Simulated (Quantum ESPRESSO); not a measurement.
# Cu(111): a series in the number of layers, part 4 of 5

What law, if any, do the results for Cu(111) follow against the number of layers?

Quantum ESPRESSO 7.5; plane-wave DFT, PBE, GBRV ultrasoft pseudopotentials.

So far. Step 5 (Ground state, 4 layers): Inside the slab this potential holds the local part of the pseudopotentials, which can be repulsive at the nuclei; only its value in the vacuum has a meaning of its own. Step 6 (Relaxation with pw.x, 5 layers):  On the free atoms the largest force ends at 0.025 eV/Å.

## Step 7: SCF with pw.x, 5 layers

m1.esm.in reads:

```
&control
  prefix = 'm1.esm'
  outdir = './out'
  pseudo_dir = './pseudo'
  calculation = 'scf'
  tprnfor = .true.
/
&system
  ibrav = 0
  nat = 5
  ntyp = 1
  ecutwfc = 40
  ecutrho = 200
  occupations = 'smearing'
  smearing = 'mv'
  degauss = 0.02
  assume_isolated = 'esm'
  esm_bc = 'bc1'
/
&electrons
  conv_thr = 1e-08
  mixing_beta = 0.25
  electron_maxstep = 160
  mixing_mode = 'local-TF'
  mixing_ndim = 12
/
ATOMIC_SPECIES
  Cu  63.5460  cu_pbe_v1.2.uspp.F.UPF
CELL_PARAMETERS angstrom
  2.55983886615064 0.00000000000000 0.00000000000000
  1.27991943307532 2.21688548768121 0.00000000000000
  0.00000000000000 0.00000000000000 24.40542406625577
ATOMIC_POSITIONS crystal
  Cu  0.666666666700 0.666666666700 -0.171219550200
  Cu  0.000000000000 0.000000000000 -0.085639131900
  Cu  0.333333333300 0.333333333300 0.000000000000
  Cu  0.666666666700 0.666666666700 0.085639131900
  Cu  0.000000000000 0.000000000000 0.171219550200
K_POINTS automatic
  12 12 1 0 0 0
```

Started as:

```
$ OMP_NUM_THREADS=1 mpirun -n 4 pw.x -nk 4 -in m1.esm.in > m1.esm.out
```

The log of the run:

```text
[banner, memory and clock lines left out]
Program PWSCF v.7.5 starts
[...]
Message from routine setup:
[...]
number of electrons       =        95.00
     number of Kohn-Sham states=           58
     kinetic-energy cutoff     =      40.0000  Ry
     charge density cutoff     =     200.0000  Ry
[...]
number of k points=    19  Marzari-Vanderbilt smearing, width (Ry)=  0.0200
[...]
Dense  grid:    44487 G-vectors     FFT dimensions: (  24,  24, 216)
[...]
negative rho (up, down):  1.655E-04 0.000E+00
     Starting wfcs are   65 randomized atomic wfcs
[...]
negative rho (up, down):  1.722E-02 0.000E+00
[...]
estimated scf accuracy    <      34.69376305 Ry
[...]
negative rho (up, down):  2.318E-02 0.000E+00
[...]
estimated scf accuracy    <       6.65155711 Ry
[...]
negative rho (up, down):  1.895E-02 0.000E+00
[...]
estimated scf accuracy    <       0.17607302 Ry
[...]
negative rho (up, down):  1.501E-02 0.000E+00
[...]
estimated scf accuracy    <       0.26476506 Ry
[...]
negative rho (up, down):  1.143E-02 0.000E+00
[...]
estimated scf accuracy    <       0.02651800 Ry
[...]
negative rho (up, down):  6.844E-03 0.000E+00
[...]
estimated scf accuracy    <       0.00749605 Ry
[...]
negative rho (up, down):  6.232E-03 0.000E+00
[...]
estimated scf accuracy    <       0.00545713 Ry
[...]
negative rho (up, down):  5.809E-03 0.000E+00
[...]
estimated scf accuracy    <       0.00251300 Ry
[...]
negative rho (up, down):  5.384E-03 0.000E+00
[...]
estimated scf accuracy    <       0.00211512 Ry
[...]
negative rho (up, down):  5.169E-03 0.000E+00
[...]
estimated scf accuracy    <       0.00052196 Ry
[...]
negative rho (up, down):  5.168E-03 0.000E+00
[...]
estimated scf accuracy    <       0.00087447 Ry
[...]
negative rho (up, down):  5.341E-03 0.000E+00
[...]
estimated scf accuracy    <       0.00089057 Ry
[...]
negative rho (up, down):  4.726E-03 0.000E+00
[...]
estimated scf accuracy    <       0.00106319 Ry
[...]
negative rho (up, down):  6.531E-04 0.000E+00
[...]
estimated scf accuracy    <       0.00068699 Ry
[...]
negative rho (up, down):  5.992E-04 0.000E+00
[...]
estimated scf accuracy    <       0.00074042 Ry
[...]
negative rho (up, down):  2.591E-04 0.000E+00
[...]
estimated scf accuracy    <       0.00047743 Ry
[...]
negative rho (up, down):  5.048E-05 0.000E+00
[...]
estimated scf accuracy    <       0.00028033 Ry
[...]
negative rho (up, down):  5.388E-05 0.000E+00
[...]
estimated scf accuracy    <       0.00031851 Ry
[...]
negative rho (up, down):  7.525E-05 0.000E+00
[...]
estimated scf accuracy    <       0.00036691 Ry
[...]
negative rho (up, down):  6.339E-05 0.000E+00
[...]
estimated scf accuracy    <       0.00045667 Ry
[...]
negative rho (up, down):  8.995E-05 0.000E+00
[...]
estimated scf accuracy    <       0.00039990 Ry
[...]
negative rho (up, down):  8.293E-05 0.000E+00
[...]
estimated scf accuracy    <       0.00043476 Ry
[...]
negative rho (up, down):  1.363E-04 0.000E+00
[...]
estimated scf accuracy    <       0.00043190 Ry
[...]
negative rho (up, down):  8.588E-04 0.000E+00
[...]
estimated scf accuracy    <       0.00033360 Ry
[...]
negative rho (up, down):  6.045E-04 0.000E+00
[...]
estimated scf accuracy    <       0.00002614 Ry
[...]
negative rho (up, down):  2.383E-04 0.000E+00
[...]
estimated scf accuracy    <       0.00004561 Ry
[...]
negative rho (up, down):  1.430E-04 0.000E+00
[...]
estimated scf accuracy    <       0.00000300 Ry
[...]
negative rho (up, down):  1.412E-04 0.000E+00
[...]
estimated scf accuracy    <       0.00000505 Ry
[...]
negative rho (up, down):  1.566E-04 0.000E+00
[...]
estimated scf accuracy    <       0.00000526 Ry
[...]
negative rho (up, down):  1.634E-04 0.000E+00
[...]
estimated scf accuracy    <       0.00000714 Ry
[...]
negative rho (up, down):  7.129E-05 0.000E+00
[...]
estimated scf accuracy    <       0.00000528 Ry
[...]
negative rho (up, down):  7.867E-05 0.000E+00
[...]
estimated scf accuracy    <       0.00000090 Ry
[...]
negative rho (up, down):  7.693E-05 0.000E+00
[...]
estimated scf accuracy    <       0.00000090 Ry
[...]
negative rho (up, down):  7.214E-05 0.000E+00
[...]
estimated scf accuracy    <       0.00000088 Ry
[...]
negative rho (up, down):  7.371E-05 0.000E+00
[...]
estimated scf accuracy    <       0.00000016 Ry
[...]
negative rho (up, down):  7.315E-05 0.000E+00
[...]
estimated scf accuracy    <       0.00000007 Ry
[...]
negative rho (up, down):  7.159E-05 0.000E+00
[...]
estimated scf accuracy    <       0.00000001 Ry
[...]
negative rho (up, down):  7.617E-05 0.000E+00
[...]
the Fermi energy is    -4.7730 ev
!    total energy              =   -2018.84065727 Ry
     estimated scf accuracy    <          4.2E-09 Ry
     smearing contrib. (-TS)   =      -0.00011941 Ry
     internal energy E=F+TS    =   -2018.84053787 Ry
[...]
one-electron contribution =   34889.69134001 Ry
     hartree contribution      =  -17459.70970184 Ry
     xc contribution           =    -193.95692342 Ry
     ewald contribution        =  -19254.86525262 Ry
     convergence has been achieved in  38 iterations
     negative rho (up, down):  7.617E-05 0.000E+00
[...]
Total force =     0.001616     Total SCF correction =     0.000079
[...]
```

Elapsed: 4 min, on 4 MPI ranks of Arm Neoverse N1, shared host; peak memory 0.48 GiB; 16 min of CPU time.

This step gave:

```
free energy                                                    : -27467.7264 eV
Fermi energy                                                   : -4.773 eV
vacuum line at the lower end of the cell, over the Fermi level : 4.773 eV
vacuum line at the upper end of the cell, over the Fermi level : 4.773 eV
```

Inside the slab this potential holds the local part of the pseudopotentials, which can be repulsive at the nuclei; only its value in the vacuum has a meaning of its own.

## Step 8: Relaxing the ions, 12 layers

System of this step: Cu(111), 12 layers. The cell holds 12 atoms: 12 Cu. Cell: a = 2.560 Å, b = 2.560 Å, c = 39.036 Å, α = 90.0°, β = 90.0°, γ = 60.0°. It derives from Cu. Vacuum lies along c.

m6.relax.in reads:

```
&control
  prefix = 'm6.relax'
  outdir = './out'
  pseudo_dir = './pseudo'
  nstep = 40
  forc_conv_thr = 0.001
  calculation = 'relax'
/
&system
  ibrav = 0
  nat = 12
  ntyp = 1
  ecutwfc = 40
  ecutrho = 200
  occupations = 'smearing'
  smearing = 'mv'
  degauss = 0.02
/
&electrons
  conv_thr = 1e-08
  mixing_beta = 0.4
  electron_maxstep = 120
  mixing_mode = 'local-TF'
/
&ions
/
ATOMIC_SPECIES
  Cu  63.5460  cu_pbe_v1.2.uspp.F.UPF
CELL_PARAMETERS angstrom
  2.55983886615064 0.00000000000000 0.00000000000000
  1.27991943307532 2.21688548768121 0.00000000000000
  0.00000000000000 0.00000000000000 39.03612183982109
ATOMIC_POSITIONS crystal
  Cu  0.333333333300 0.333333333300 0.205515104758
  Cu  0.666666666700 0.666666666700 0.259057812984
  Cu  0.000000000000 0.000000000000 0.312600521210 0 0 0
  Cu  0.333333333300 0.333333333300 0.366143229435 0 0 0
  Cu  0.666666666700 0.666666666700 0.419685937661 0 0 0
  Cu  0.000000000000 0.000000000000 0.473228645887 0 0 0
  Cu  0.333333333300 0.333333333300 0.526771354113 0 0 0
  Cu  0.666666666700 0.666666666700 0.580314062339 0 0 0
  Cu  0.000000000000 0.000000000000 0.633856770565 0 0 0
  Cu  0.333333333300 0.333333333300 0.687399478790 0 0 0
  Cu  0.666666666700 0.666666666700 0.740942187016
  Cu  0.000000000000 0.000000000000 0.794484895242
K_POINTS automatic
  12 12 1 0 0 0
```

Started as:

```
$ OMP_NUM_THREADS=1 mpirun -n 4 pw.x -nk 4 -in m6.relax.in > m6.relax.out
```

The log of the run:

```text
[banner, memory and clock lines left out]
Program PWSCF v.7.5 starts
[...]
Message from routine setup:
[...]
number of electrons       =       228.00
     number of Kohn-Sham states=          137
     kinetic-energy cutoff     =      40.0000  Ry
     charge density cutoff     =     200.0000  Ry
[...]
number of k points=    19  Marzari-Vanderbilt smearing, width (Ry)=  0.0200
[...]
Dense  grid:    71217 G-vectors     FFT dimensions: (  24,  24, 360)
[...]
negative rho (up, down):  1.332E-04 0.000E+00
     Starting wfcs are  156 randomized atomic wfcs
[...]
negative rho (up, down):  4.227E-02 0.000E+00
[...]
estimated scf accuracy    <     115.72085556 Ry
[...]
negative rho (up, down):  1.356E-02 0.000E+00
[...]
estimated scf accuracy    <       0.50070751 Ry
[...]
negative rho (up, down):  1.351E-03 0.000E+00
[...]
estimated scf accuracy    <       0.36925389 Ry
[...]
negative rho (up, down):  3.116E-07 0.000E+00
[...]
estimated scf accuracy    <       0.11428741 Ry
[...]
estimated scf accuracy    <       0.08621279 Ry
[...]
estimated scf accuracy    <       0.05945981 Ry
[...]
estimated scf accuracy    <       0.06078476 Ry
[...]
estimated scf accuracy    <       0.03988662 Ry
[...]
estimated scf accuracy    <       0.03620430 Ry
[...]
negative rho (up, down):  6.989E-03 0.000E+00
[...]
estimated scf accuracy    <       0.02351078 Ry
[...]
negative rho (up, down):  6.312E-03 0.000E+00
[...]
estimated scf accuracy    <       0.08032671 Ry
[...]
negative rho (up, down):  3.137E-03 0.000E+00
[...]
estimated scf accuracy    <       0.05711293 Ry
[...]
negative rho (up, down):  2.233E-03 0.000E+00
[...]
estimated scf accuracy    <       0.01067815 Ry
[...]
negative rho (up, down):  1.642E-04 0.000E+00
[...]
estimated scf accuracy    <       0.06090282 Ry
[...]
negative rho (up, down):  4.877E-04 0.000E+00
[...]
estimated scf accuracy    <       0.00404040 Ry
[...]
negative rho (up, down):  2.697E-04 0.000E+00
[...]
estimated scf accuracy    <       0.00023012 Ry
[...]
negative rho (up, down):  3.203E-05 0.000E+00
[...]
estimated scf accuracy    <       0.00027699 Ry
[...]
negative rho (up, down):  4.032E-05 0.000E+00
[...]
estimated scf accuracy    <       0.00000403 Ry
[...]
negative rho (up, down):  5.656E-05 0.000E+00
[...]
estimated scf accuracy    <       0.00000095 Ry
[...]
negative rho (up, down):  7.730E-05 0.000E+00
[...]
estimated scf accuracy    <       0.00000093 Ry
[...]
negative rho (up, down):  7.814E-05 0.000E+00
[...]
estimated scf accuracy    <       0.00000008 Ry
[...]
negative rho (up, down):  7.424E-05 0.000E+00
[...]
the Fermi energy is     8.5915 ev
!    total energy              =   -4845.31554669 Ry
     estimated scf accuracy    <          3.4E-09 Ry
     smearing contrib. (-TS)   =      -0.00053492 Ry
     internal energy E=F+TS    =   -4845.31501178 Ry
[...]
one-electron contribution =  -54386.45396948 Ry
     hartree contribution      =   27268.82594519 Ry
     xc contribution           =    -465.65330149 Ry
     ewald contribution        =   22737.96631401 Ry
     convergence has been achieved in  22 iterations
     negative rho (up, down):  7.424E-05 0.000E+00
[...]
Total force =     0.000520     Total SCF correction =     0.000557
[...]
```

Run time: 11 min. Hardware: 4 MPI ranks; peak memory 1 GiB; 41 min of CPU time.

No atom moved by 0.005 Å in the relaxation.

 On the free atoms the largest force ends at 0.009 eV/Å.

Numbers from this step:

```
free energy  : -65923.8764 eV
Fermi energy : 8.591 eV
```

## Step 9: Self-consistent run, 12 layers

m6.esm.in reads:

```
&control
  prefix = 'm6.esm'
  outdir = './out'
  pseudo_dir = './pseudo'
  calculation = 'scf'
  tprnfor = .true.
/
&system
  ibrav = 0
  nat = 12
  ntyp = 1
  ecutwfc = 40
  ecutrho = 200
  occupations = 'smearing'
  smearing = 'mv'
  degauss = 0.02
  assume_isolated = 'esm'
  esm_bc = 'bc1'
/
&electrons
  conv_thr = 1e-08
  mixing_beta = 0.25
  electron_maxstep = 160
  mixing_mode = 'local-TF'
  mixing_ndim = 12
/
ATOMIC_SPECIES
  Cu  63.5460  cu_pbe_v1.2.uspp.F.UPF
CELL_PARAMETERS angstrom
  2.55983886615064 0.00000000000000 0.00000000000000
  1.27991943307532 2.21688548768121 0.00000000000000
  0.00000000000000 0.00000000000000 39.03612183982109
ATOMIC_POSITIONS crystal
  Cu  0.333333275598 0.333333448803 -0.294484894368
  Cu  0.666666493462 0.666667013077 -0.240942185109
  Cu  0.000000000000 0.000000000000 -0.187399482407
  Cu  0.333333275598 0.333333448803 -0.133856773148
  Cu  0.666666493462 0.666667013077 -0.080314063889
  Cu  0.000000000000 0.000000000000 -0.026771354630
  Cu  0.333333275598 0.333333448803 0.026771354630
  Cu  0.666666493462 0.666667013077 0.080314057331
  Cu  0.000000000000 0.000000000000 0.133856766591
  Cu  0.333333275598 0.333333448803 0.187399475850
  Cu  0.666666493462 0.666667013077 0.240942185109
  Cu  0.000000000000 0.000000000000 0.294484894368
K_POINTS automatic
  12 12 1 0 0 0
```

Started as:

```
$ OMP_NUM_THREADS=1 mpirun -n 4 pw.x -nk 4 -in m6.esm.in > m6.esm.out
```

The log of the run:

```text
[banner, memory and clock lines left out]
Program PWSCF v.7.5 starts
[...]
Message from routine setup:
[...]
number of electrons       =       228.00
     number of Kohn-Sham states=          137
     kinetic-energy cutoff     =      40.0000  Ry
     charge density cutoff     =     200.0000  Ry
[...]
number of k points=    19  Marzari-Vanderbilt smearing, width (Ry)=  0.0200
[...]
Dense  grid:    71217 G-vectors     FFT dimensions: (  24,  24, 360)
[...]
negative rho (up, down):  1.332E-04 0.000E+00
     Starting wfcs are  156 randomized atomic wfcs
[...]
negative rho (up, down):  1.171E-02 0.000E+00
[...]
estimated scf accuracy    <      71.56603304 Ry
[...]
negative rho (up, down):  2.832E-02 0.000E+00
[...]
estimated scf accuracy    <      16.83081531 Ry
[...]
negative rho (up, down):  1.737E-02 0.000E+00
[...]
estimated scf accuracy    <       0.28448800 Ry
[...]
negative rho (up, down):  9.034E-03 0.000E+00
[...]
estimated scf accuracy    <       0.85502803 Ry
[...]
negative rho (up, down):  4.787E-03 0.000E+00
[...]
estimated scf accuracy    <       0.03321549 Ry
[...]
negative rho (up, down):  3.452E-04 0.000E+00
[...]
estimated scf accuracy    <       0.03428475 Ry
[...]
negative rho (up, down):  2.864E-03 0.000E+00
[...]
estimated scf accuracy    <       0.08138745 Ry
[...]
negative rho (up, down):  2.521E-03 0.000E+00
[...]
estimated scf accuracy    <       0.00191058 Ry
[...]
negative rho (up, down):  2.314E-03 0.000E+00
[...]
estimated scf accuracy    <       0.00178024 Ry
[...]
negative rho (up, down):  5.956E-04 0.000E+00
[...]
estimated scf accuracy    <       0.00097585 Ry
[...]
negative rho (up, down):  7.840E-04 0.000E+00
[...]
estimated scf accuracy    <       0.00007066 Ry
[...]
negative rho (up, down):  9.287E-04 0.000E+00
[...]
estimated scf accuracy    <       0.00007181 Ry
[...]
negative rho (up, down):  1.027E-03 0.000E+00
[...]
estimated scf accuracy    <       0.00011426 Ry
[...]
negative rho (up, down):  9.781E-04 0.000E+00
[...]
estimated scf accuracy    <       0.00042490 Ry
[...]
negative rho (up, down):  8.352E-04 0.000E+00
[...]
estimated scf accuracy    <       0.00005435 Ry
[...]
negative rho (up, down):  6.507E-04 0.000E+00
[...]
estimated scf accuracy    <       0.00012812 Ry
[...]
negative rho (up, down):  2.644E-04 0.000E+00
[...]
estimated scf accuracy    <       0.00009023 Ry
[...]
negative rho (up, down):  1.760E-04 0.000E+00
[...]
estimated scf accuracy    <       0.00004689 Ry
[...]
negative rho (up, down):  1.258E-04 0.000E+00
[...]
estimated scf accuracy    <       0.00003733 Ry
[...]
negative rho (up, down):  8.022E-05 0.000E+00
[...]
estimated scf accuracy    <       0.00001154 Ry
[...]
negative rho (up, down):  7.973E-05 0.000E+00
[...]
estimated scf accuracy    <       0.00000046 Ry
[...]
negative rho (up, down):  8.023E-05 0.000E+00
[...]
estimated scf accuracy    <       0.00000019 Ry
[...]
negative rho (up, down):  7.936E-05 0.000E+00
[...]
estimated scf accuracy    <       0.00000015 Ry
[...]
negative rho (up, down):  7.954E-05 0.000E+00
[...]
estimated scf accuracy    <       0.00000023 Ry
[...]
negative rho (up, down):  7.975E-05 0.000E+00
[...]
estimated scf accuracy    <       0.00000023 Ry
[...]
negative rho (up, down):  7.760E-05 0.000E+00
[...]
estimated scf accuracy    <       0.00000021 Ry
[...]
negative rho (up, down):  7.586E-05 0.000E+00
[...]
estimated scf accuracy    <       0.00000006 Ry
[...]
negative rho (up, down):  7.523E-05 0.000E+00
[...]
estimated scf accuracy    <       0.00000001 Ry
[...]
negative rho (up, down):  7.434E-05 0.000E+00
[...]
estimated scf accuracy    <       0.00000006 Ry
[...]
negative rho (up, down):  7.423E-05 0.000E+00
[...]
estimated scf accuracy    <       0.00000001 Ry
[...]
negative rho (up, down):  7.453E-05 0.000E+00
[...]
estimated scf accuracy    <       0.00000003 Ry
[...]
negative rho (up, down):  7.512E-05 0.000E+00
[...]
estimated scf accuracy    <       0.00000002 Ry
[...]
negative rho (up, down):  7.460E-05 0.000E+00
[...]
estimated scf accuracy    <       0.00000001 Ry
[...]
negative rho (up, down):  7.473E-05 0.000E+00
[...]
estimated scf accuracy    <       0.00000002 Ry
[...]
negative rho (up, down):  7.427E-05 0.000E+00
[...]
the Fermi energy is    -4.7760 ev
!    total energy              =   -4845.31554776 Ry
     estimated scf accuracy    <          6.6E-10 Ry
     smearing contrib. (-TS)   =      -0.00053483 Ry
     internal energy E=F+TS    =   -4845.31501293 Ry
[...]
one-electron contribution =  504623.67156862 Ry
     hartree contribution      = -252348.23490339 Ry
     xc contribution           =    -465.65315226 Ry
     ewald contribution        = -256655.09852590 Ry
     convergence has been achieved in  35 iterations
     negative rho (up, down):  7.427E-05 0.000E+00
[...]
Total force =     0.001937     Total SCF correction =     0.000067
[...]
```

Elapsed: 20 min, on 4 MPI ranks; peak memory 1 GiB.

This step gave:

| Property | Result |
| --- | --- |
| Fermi energy | -4.776 eV |
| vacuum line at the lower end of the cell, over the Fermi level | 4.776 eV |
| vacuum line at the upper end of the cell, over the Fermi level | 4.776 eV |

Inside the slab this potential holds the local part of the pseudopotentials, which can be repulsive at the nuclei; only its value in the vacuum has a meaning of its own.

(Continued in part 5 of 5.)

[Logs are printed without paths, hosts, clocks, repeated set-up lines and the standing remarks that a program may print on its own settings, such as how far it seeks lower states.]

[Hosts, paths, dates, database ids (printed as entryN), source tags and the programs' standing remarks are cut or masked in the printed files.]

[Maps of the electrostatic potential energy from Ansatz leave out the sawtooth potential of an applied field or a dipole correction, so their vacuum need not be flat; planar profiles and work functions include it.]
